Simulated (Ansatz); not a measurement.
## Quasi-harmonic thermodynamics of CsH (Fm-3m)

How much does CsH expand with temperature?

Calculated with Ansatz 0.2.0; DFT LDA, scalar-relativistic, plane waves, PAW.

The database entry behind the starting cell differs from other determinations of this structure, so it need not match the best structure at room temperature.

### Step 1. Set-up

It takes space group Fm-3m (No. 225, cubic). Conventional cell: a = 6.376 Å, b = 6.376 Å, c = 6.376 Å, α = 90.00°, β = 90.00°, γ = 90.00°. Nearest to Cs lie 6 H at 3.19 Å. Nearest to H lie 6 Cs at 3.19 Å. Farther neighbours, and contacts between anions beyond the nearest, are not listed.

### Step 2. Probe on a coarse mesh

Before spending time, one coarse run tells the gap and the pressure of the starting cell.

input.yaml

```yaml
crystal:
  lattice:
    - [0.0, 3.188, 3.188]
    - [3.188, 0.0, 3.188]
    - [3.188, 3.188, 0.0]
  atoms:
    - { symbol: Cs, position: [0.0, 0.0, 0.0] }
    - { symbol: H, position: [0.5, 0.5, 0.5] }
kpoints:
  mp_grid: { grid: [6, 6, 6] }
hamiltonian:
  xc: lda
scf:
  occupations: { method: gaussian, width: 0.1 }
output:
  forces: true
  stress: true
  eigenvalues: true
```

Started as:

```bash
$ ansatz run input.yaml --threads 2 --pin off --max-ram 5120MiB --backend cpu --events-out ev --progress --plain --runs-dir out
```

Standard output:

```text
Engine: ansatz 0.2.0, aarch64-unknown-linux-gnu
Pseudopotentials: kind: paw
Pseudopotential: Cs, paw, valence charge 9, recommended cutoff 420 eV (normal), Cs.paw.azcp
Pseudopotential: H, paw, valence charge 1, recommended cutoff 420 eV (normal), H.paw.azcp
Functional definition: SPW92
  exchange = slater_x
  correlation = pw_c
Crystal: 2 atoms, lattice volume = 64.801 Å³
Basis set: ecut = 420 eV, 1243 PW (Γ)
Bands: 9, of which v1, the nominal top of the filled ones, is band 5 counted from 1 (4 counted from 0)
Symmetry: 48 space group operations
Space group: Fm-3m (ITA 225), of the structure as read, at distance tolerance 4.0e-5 Å
k-points: 16 of 216
Non-local potential: Cs, projectors of the file, l = 0: 3, l = 1: 2, l = 2: 2, l = 3: 2
Non-local potential: H, projectors of the file, l = 0: 2, l = 1: 1
PAW form: soft (Blöchl's): semilocal exchange-correlation on the pseudo side does not see the compensation charge
PAW frozen core: Cs, regenerated for the run's functional, and the local potential with it (the file was generated under x = pbe(κ = 0.804, μ = 0.219515), c = pbe(β = 0.066725))
PAW one-centre angular grid: Cs, 194 points (default); XC on 64 Gauss nodes
PAW one-centre angular grid: H, 110 points (default); XC on 64 Gauss nodes
Initial density: superposition of atomic densities (neutral atoms: chi_scale 0, normalization atom), corrected by the library's trained network
Initial wavefunctions: pseudopotential atomic-orbital guess
Functional: x = slater, c = lda
SCF iter   1: F=—  HF=-5520.906252 eV  |F-HF|=—  |Δ(HF+E_count)|=         —  Δρ=7.80e-3  dr2=4.28e-2  ethr=1.77e-3  ⟨swp⟩=6.1  Hψ=1154  notcnv=0
preconditioner: auto → none  [insulator: Δε(μ)=1.737 eV  Ē_g=11.232 eV  σ=0.100 eV  W_gap=1.00  n_scr=14 (ndim 8)  ℏωp=13.0 eV  f_vac=0.018  D(μ)=0.00/eV (n_scr^D=0)  ε∞_Penn≈2.3]
SCF iter   2: F=—  HF=-5520.891350 eV  |F-HF|=—  |Δ(HF+E_count)|=   1.49e-2  Δρ=1.45e-3  dr2=1.03e-3  ethr=4.28e-4  ⟨swp⟩=1.8  Hψ=290  notcnv=0
SCF iter   3: F=—  HF=-5520.891123 eV  |F-HF|=—  |Δ(HF+E_count)|=   2.27e-4  Δρ=4.90e-4  dr2=1.04e-4  ethr=1.03e-5  ⟨swp⟩=1.5  Hψ=152  notcnv=0
SCF iter   4: F=—  HF=-5520.891098 eV  |F-HF|=—  |Δ(HF+E_count)|=   2.56e-5  Δρ=4.90e-5  dr2=6.63e-7  ethr=1.04e-6  ⟨swp⟩=1.3  Hψ=169  notcnv=0
SCF iter   5: F=—  HF=-5520.891097 eV  |F-HF|=—  |Δ(HF+E_count)|=   1.04e-7  Δρ=2.61e-6  dr2=2.68e-9  ethr=6.63e-9  ⟨swp⟩=2.3  Hψ=219  notcnv=0
SCF iter   6: F=-5520.891097 eV  HF=-5520.891097 eV  |F-HF|=1.55e-11  |Δ(HF+E_count)|=  3.28e-10  Δρ=8.76e-7  dr2=2.07e-10  ethr=2.68e-11  ⟨swp⟩=2.1  Hψ=481  notcnv=0
SCF 1 converged in 6 iterations: F = -5520.891097 eV  dr2 = 2.07e-10
  greatest PAW one-centre occupation: 0.929 electrons in one spin orbital (limit 2), on the Cs atom at site 0 (counted from 0), in its partial waves of l = 0
SCF converged after 6 iterations
Free energy (F): -5520.891097 eV
Harris-Foulkes:  -5520.891097 eV  (|F-HF|=1.55e-11)
Internal energy: -5520.891097 eV  (E = F + TS)
E sigma→0 (E₀):  -5520.891097 eV
Fermi energy:    4.067602 eV
--- Per-component energies (eV) ---
  E_band       = -62.787021
  E_kinetic    = 154.653147
  E_local      = -266.820969  (includes V_loc(G=0)·N_el)
  E_nonlocal   = 33.754482
  E_hartree    = 88.455080
  E_xc         = -181.247528
  E_vxc        = -137.627841  (∫ρ·V_xc dr)
  E_paw        = -4903.270115  (= ΣΔE_a)
  E_vpaw       = -23.654848  (= ΣTr[D̂ρ^β])
  E_aug_tail   = -0.001022  (compensation charges beyond the density's cutoff)
  E_ewald      = -446.684729
  E_core_change = 0.270556  (= ΣΔE_core)
  E_smearing   = -0.000000  (= −TS)
  E_closure    = 0.000000  (closes the sum)
  Σ components = -5520.891097   (vs F -5520.891097, Δ=0.00e0)
--- Forces (eV/Å), atoms counted from 1 ---
  atom   1  Cs    -0.00000000    -0.00000000    -0.00000000
  atom   2  H      0.00000000    -0.00000000    -0.00000000
  max |Σ_I F_I| component: 1.48e-30 eV/Å
--- Stress (GPa, compression-positive) ---
       -1.251012       0.000000      -0.000000
       -0.000000      -1.251012      -0.000000
        0.000000      -0.000000      -1.251012
  P = ⅓ Tr σ = -1.2510 GPa (-12.510 kbar)
--- Band table (eV; the first three rows and the last of 16) ---
  k-point 0: bands = ["-18.4153", "-4.7951", "-4.7951", "-4.7951", "1.2279", "8.1024", "8.1024", "8.1024", "8.7591"]
  k-point 1: bands = ["-18.3958", "-5.0415", "-4.8198", "-4.8198", "1.6566", "7.2029", "8.2457", "8.2457", "8.5407"]
  k-point 2: bands = ["-18.3563", "-5.4725", "-4.8683", "-4.8683", "2.5412", "5.7691", "7.9080", "7.9080", "9.0629"]
  k-point 15: bands = ["-18.3110", "-5.4311", "-5.2007", "-5.1117", "2.2155", "6.4649", "7.6221", "8.4617", "11.2913"]
```

It took 0.76 s on 2 threads of Arm Neoverse V2, shared host; peak memory 0.27 GiB; 0.87 s of CPU time.

In the SCF lines HF is the Harris–Foulkes energy and dr2 the Hartree energy of the density residual, in eV; the loop may stop once dr2 is under the threshold and the program's other checks hold. Hψ counts applications of the Hamiltonian.

Read from the output:

* pressure: -1.251 GPa
* gap on the k-mesh: 1.954 eV
* volume per atom: 32.40 Å³

The start is under -1.3 GPa at this level and looks like an insulator or semiconductor on this mesh.

### Step 3. Finding the static equilibrium

Phonons are second derivatives about a minimum, so cell and atoms are relaxed first, inside the symmetry of the start.

input.yaml, the sections that differ from step 2:

```yaml
kpoints:
  mp_grid: { grid: [8, 8, 8] }
scf:
  occupations: { method: gaussian, width: 0.02 }
relax:
  adjacent_minimum: "off"
  f_tol: 0.005
  max_steps: 80
  cell: { stress_tol: 0.05 }
# crystal, hamiltonian, output: as in step 2
```

Standard output:

```text
[...]
Crystal: 2 atoms, lattice volume = 64.801 Å³
Basis set: ecut = 420 eV, 1243 PW (Γ)
Bands: 9, of which v1, the nominal top of the filled ones, is band 5 counted from 1 (4 counted from 0)
Symmetry: 48 space group operations
[...]
k-points: 29 of 512
[...]
SCF iter   1: F=—  HF=-5520.906369 eV  |F-HF|=—  |Δ(HF+E_count)|=         —  Δρ=7.80e-3  dr2=4.28e-2  ethr=1.77e-3  ⟨swp⟩=6.6  Hψ=2210  notcnv=0
[...]
SCF iter   6: F=-5520.891171 eV  HF=-5520.891171 eV  |F-HF|=4.27e-11  |Δ(HF+E_count)|=  7.64e-11  Δρ=5.48e-7  dr2=8.34e-11  ethr=3.08e-11  ⟨swp⟩=1.6  Hψ=815  notcnv=0
SCF 1 converged in 6 iterations: F = -5520.891171 eV  dr2 = 8.34e-11
[...]
relax step   1: F+E_penalty+E_count = -5520.89117086 eV  Δ(F+E_penalty+E_count) = +0.000e0 eV  max|allowed force component| = 6.574e-31 eV/Å  Δτ_max = 0.0000 Å  P = -1.252 GPa  Ω = 64.801 Å³  (6 SCF iters, dr2 threshold 1.00e-7 eV, accepted)
Crystal: 2 atoms, lattice volume = 60.883 Å³
[...]
iter 1 solved again at ethr=7.62e-5 eV; its pass at ethr=3.10e-3 eV (dr2=7.62e-3 eV) is discarded
[...]
SCF iter   4: F=-5520.916484 eV  HF=-5520.916484 eV  |F-HF|=5.28e-8  |Δ(HF+E_count)|=   6.63e-6  Δρ=1.20e-5  dr2=9.91e-8  ethr=2.00e-9  ⟨swp⟩=4.3  Hψ=1561  notcnv=0
SCF 2 converged in 4 iterations: F = -5520.916484 eV  dr2 = 9.91e-8
relax step   2: F+E_penalty+E_count = -5520.91648353 eV  Δ(F+E_penalty+E_count) = -2.531e-2 eV  max|allowed force component| = 2.794e-31 eV/Å  Δτ_max = 0.0000 Å  P = -0.745 GPa  Ω = 60.883 Å³  energy of the carried Pulay correction = +5.641e-4 eV  (4 SCF iters, dr2 threshold 2.00e-7 eV, accepted)
Crystal: 2 atoms, lattice volume = 55.912 Å³
Basis set: ecut = 420 eV, 1067 PW (Γ)
[...]
SCF iter   5: F=-5520.927009 eV  HF=-5520.927010 eV  |F-HF|=1.05e-7  |Δ(HF+E_count)|=   1.92e-8  Δρ=1.32e-5  dr2=1.20e-7  ethr=2.00e-9  ⟨swp⟩=6.3  Hψ=1456  notcnv=0
SCF 3 converged in 5 iterations: F = -5520.927009 eV  dr2 = 1.20e-7
relax step   3: F+E_penalty+E_count = -5520.92700946 eV  Δ(F+E_penalty+E_count) = -1.053e-2 eV  max|allowed force component| = 1.759e-30 eV/Å  Δτ_max = 0.0000 Å  P = +0.178 GPa  Ω = 55.912 Å³  energy of the carried Pulay correction = +1.332e-3 eV  (5 SCF iters, dr2 threshold 2.00e-7 eV, accepted)
[...]
relax step   4: F+E_penalty+E_count = -5520.92730963 eV  Δ(F+E_penalty+E_count) = -3.002e-4 eV  max|allowed force component| = 3.336e-30 eV/Å  Δτ_max = 0.0000 Å  P = -0.017 GPa  Ω = 56.808 Å³  energy of the carried Pulay correction = +1.189e-3 eV  (4 SCF iters, dr2 threshold 7.96e-8 eV, accepted)
[...]
SCF iter   4: F=-5520.926459 eV  HF=-5520.926459 eV  |F-HF|=5.46e-12  |Δ(HF+E_count)|=   3.05e-9  Δρ=1.69e-7  dr2=1.05e-11  ethr=1.00e-12  ⟨swp⟩=5.0  Hψ=1203  notcnv=0
SCF 5 converged in 4 iterations: F = -5520.926459 eV  dr2 = 1.05e-11
relax step   5: F+E_penalty+E_count = -5520.92645853 eV  Δ(F+E_penalty+E_count) = +8.511e-4 eV  max|allowed force component| = 2.482e-30 eV/Å  Δτ_max = 0.0000 Å  P = -0.030 GPa  Ω = 56.808 Å³  stress off target by 2.96e-2 GPa  SCF on the basis re-selected at this cell (its energy is not comparable with the rows above)  (4 SCF iters)
basis re-selected at this cell: Δ(F+E_penalty+E_count) = +8.511e-4 eV, ΔP = -0.012 GPa vs the last step (what re-selecting the basis moved, of the pressure what is left beyond the Pulay correction that the steps carried, after the strain that the cell walked since its last selection, with what the two solves' SCF thresholds leave and, on support functions, any second-order correction that the steps lacked; it is no measure of the basis error at this ecutwfc). The dense FFT grid was sized anew with the basis: this SCF ran on 30×30×30 points, the steps before it on 32×32×32, so part of this shift can come from that change (see relax.cell in the input reference). [rest of the remark cut]
SCF converged after 4 iterations
Free energy (F): -5520.926459 eV
[...]
Internal energy: -5520.926459 eV  (E = F + TS)
E sigma→0 (E₀):  -5520.926459 eV
Fermi energy:    5.103283 eV
[...]
--- Stress (GPa, compression-positive) ---
       -0.029582      -0.000000      -0.000000
       -0.000000      -0.029582      -0.000000
       -0.000000      -0.000000      -0.029582
  P = ⅓ Tr σ = -0.0296 GPa (-0.296 kbar)
--- Band table (eV; the first three rows and the last of 29) ---
[...]
--- Relaxed structure (4 steps of the walk, 4 accepted, 1 SCFs on fresh bases) ---
  F+E_penalty+E_count = -5520.92645853 eV   max|allowed force component| = 2.482e-30 eV/Å   (the final SCF, on the basis selected at the relaxed cell)
  cell:  # Å, volume = 56.8077 Å³
    - [0, 3.051118, 3.051118]
    - [3.051118, 0, 3.051118]
    - [3.051118, 3.051118, 0]
  atoms:
    - { symbol: Cs, position: [0, 0, 0] }
    - { symbol: H, position: [0.500000, 0.500000, 0.500000] }
```

Run time: 5 s. Hardware: 2 threads; peak memory 0.31 GiB.

The steps of the relaxation:

```csv
step,energy less that of the first step (eV),largest force component (eV/Å),pressure (GPa),volume (Å³)
1,0.0000,0.0000,-1.25,64.80
2,-0.0253,0.0000,-0.75,60.88
3,-0.0358,0.0000,0.18,55.91
4,-0.0361,0.0000,-0.02,56.81
5*,-0.0353,0.0000,-0.03,56.81
```

Relaxation steps marked * repeat the geometry before them on a plane-wave basis chosen anew for their cell, so energy and pressure can jump there.

Forces are held to the 48 operations that the program found; a distortion that breaks them can't arise in this run.

```csv
"conventional cell, symmetrised",before,after,change
a (Å),6.376,6.102,-4.3 %
b (Å),6.376,6.102,-4.3 %
c (Å),6.376,6.102,-4.3 %
volume (Å³/atom),32.40,28.40,-12.3 %
```

The relaxed structure:

```
Cs H
1.0
     0.00000    3.05112    3.05112
     3.05112    0.00000    3.05112
     3.05112    3.05112    0.00000
Cs H
1 1
Cartesian
  0.0000 0.0000 0.0000
  3.0511 3.0511 3.0511
```

Numbers from this step:

- pressure: -0.02958 GPa
- gap on the k-mesh: 1.755 eV
- volume per atom: 28.40 Å³

The relaxation ends with a pressure of -0.03 GPa.

### Step 4. A second relaxation

The relaxation is run once more from where the first one ended, as the script does after a large change of volume or of the gap, with mesh and occupations reviewed.

Changes to input.yaml since step 3:

```diff
@@ -2,5 +2,5 @@
   lattice:
-    - [0.0, 3.188, 3.188]
-    - [3.188, 0.0, 3.188]
-    - [3.188, 3.188, 0.0]
+    - [0.0, 3.0511182494, 3.0511182494]
+    - [3.0511182494, 0.0, 3.0511182494]
+    - [3.0511182494, 3.0511182494, 0.0]
   atoms:
```

Standard output:

```text
[...]
Crystal: 2 atoms, lattice volume = 56.808 Å³
Basis set: ecut = 420 eV, 1067 PW (Γ)
Bands: 9, of which v1, the nominal top of the filled ones, is band 5 counted from 1 (4 counted from 0)
Symmetry: 48 space group operations
[...]
k-points: 29 of 512
[...]
P = ⅓ Tr σ = -0.0296 GPa (-0.296 kbar)
--- Band table (eV; the first three rows and the last of 29) ---
[...]
--- Relaxed structure (1 steps of the walk, 1 accepted, 1 SCFs on fresh bases) ---
[...]
cell:  # Å, volume = 56.8077 Å³
    - [0.0, 3.0511182494, 3.0511182494]
    - [3.0511182494, 0.0, 3.0511182494]
    - [3.0511182494, 3.0511182494, 0.0]
  atoms:
    - { symbol: Cs, position: [0.0, 0.0, 0.0] }
    - { symbol: H, position: [0.500000, 0.500000, 0.500000] }
[key lines of the parts left out:]
SCF converged after 3 iterations
Free energy (F): -5520.926459 eV
Fermi energy:    5.103285 eV
```

Elapsed: 1.9 s, on 2 threads; peak memory 0.29 GiB; 2.4 s of CPU time.

Little changed from the start: no atom moved by 0.005 Å and no cell edge by 0.1 %.

### Step 5. Relaxing to small residual forces and stress

The relaxation is repeated with tighter thresholds on force and stress, since phonons are sensitive to what is left.

input.yaml, the sections that differ from step 4:

```yaml
scf:
  occupations: { method: fixed }
relax:
  adjacent_minimum: "off"
  f_tol: 0.001
  max_steps: 60
  cell: { stress_tol: 0.01 }
# crystal, kpoints, hamiltonian, output: as in step 4
```

Standard output:

```text
[...]
Crystal: 2 atoms, lattice volume = 56.808 Å³
Basis set: ecut = 420 eV, 1067 PW (Γ)
Bands: 9, of which v1, the nominal top of the filled ones, is band 5 counted from 1 (4 counted from 0)
Symmetry: 48 space group operations
[...]
k-points: 29 of 512
[...]
-0.000000      -0.000000      -0.000307
  P = ⅓ Tr σ = -0.0003 GPa (-0.003 kbar)
--- Band table (eV; the first three rows and the last of 29) ---
[...]
--- Relaxed structure (3 steps of the walk, 3 accepted, 1 SCFs on fresh bases) ---
[...]
cell:  # Å, volume = 56.6681 Å³
    - [0, 3.048618, 3.048618]
    - [3.048618, 0, 3.048618]
    - [3.048618, 3.048618, 0]
  atoms:
    - { symbol: Cs, position: [0, 0, 0] }
    - { symbol: H, position: [0.5, 0.5, 0.5] }
[key lines of the parts left out:]
SCF converged after 5 iterations
Free energy (F): -5520.926470 eV
Fermi energy:    4.248821 eV
```

The job ended after 3.3 s (2 threads; peak memory 0.29 GiB; 4.3 s of CPU time).

Little changed from the start: no atom moved by 0.005 Å and no cell edge by 0.1 %.

Read from the output:

```yaml
pressure: -3.07e-4 GPa
gap_on_the_k_mesh: 1.751 eV
volume_per_atom: 28.33 Å³
```

The residual pressure is -3.1e-4 GPa, small enough for phonons.

### Step 6. A faulty attempt

This input was changed on purpose, to see how the program answers.

input.yaml

```yaml
crystal:
  lattice:
    - [0.0, 3.0486175218, 3.0486175218]
    - [3.0486175218, 0.0, 3.0486175218]
    - [3.0486175218, 3.0486175218, 0.0]
  atoms:
    - { symbol: Cs, position: [0.0, 0.0, 0.0] }
    - { symbol: H, position: [0.5, 0.5, 0.5] }
kpoints:
  mp_grid: { grid: [8, 8, 8] }
hamiltonian:
  xc: lda
scf:
  occupations: { method: fixed }
  max_iter: 60
output:
  eigenvalues: true
phonons:
  method: dfpt
  qmesh: [4, 4, 4]
  thermal_expansion: { pressure: "5 eV" }
```

Standard output:

```text
Error: YAML parse error: error: line 21 column 34: expected [pressure], got [energy] (`eV`)
  --> <input>:21:34
   |
19 |   method: dfpt
20 |   qmesh: [4, 4, 4]
21 |   thermal_expansion: { pressure: "5 eV" }
   |                                  ^ expected [pressure], got [energy] (`eV`)
```

Wall time 0.01 s (2 threads); peak memory 0.05 GiB; 0.01 s of CPU time.

The program refused the input before any cycle.

The program's message: “Error: YAML parse error: error: line 21 column 34: expected [pressure], got [energy] (`eV`)
  --> <input>:21:34
   |
19 |   method: dfpt
20 |   qmesh: [4, 4, 4]
21 |   thermal_expansion: { pressure: " …”

The fault put into the input: a pressure in the wrong unit.

(Part 1 of 3 ends here.)

[Long decimals in the printed logs are rounded to 6 places.]

[Logs are printed without paths, hosts, clocks, repeated set-up lines and the standing remarks that a program may print on its own settings, such as how far it seeks lower states.]

[Hosts, paths, dates, database ids (printed as entryN), source tags and the programs' standing remarks are cut or masked in the printed files.]

[Where the starting crystal was built by hand or by swapping elements, it need not be the compound's stable phase.]

[A step with changed settings may run another functional than the one named; its input shows which.]

[Pressures of single members of a volume series are the stress at the run's cutoff; with an incomplete basis they can lie off −dE/dV of the same runs, and they are not shown converged.]
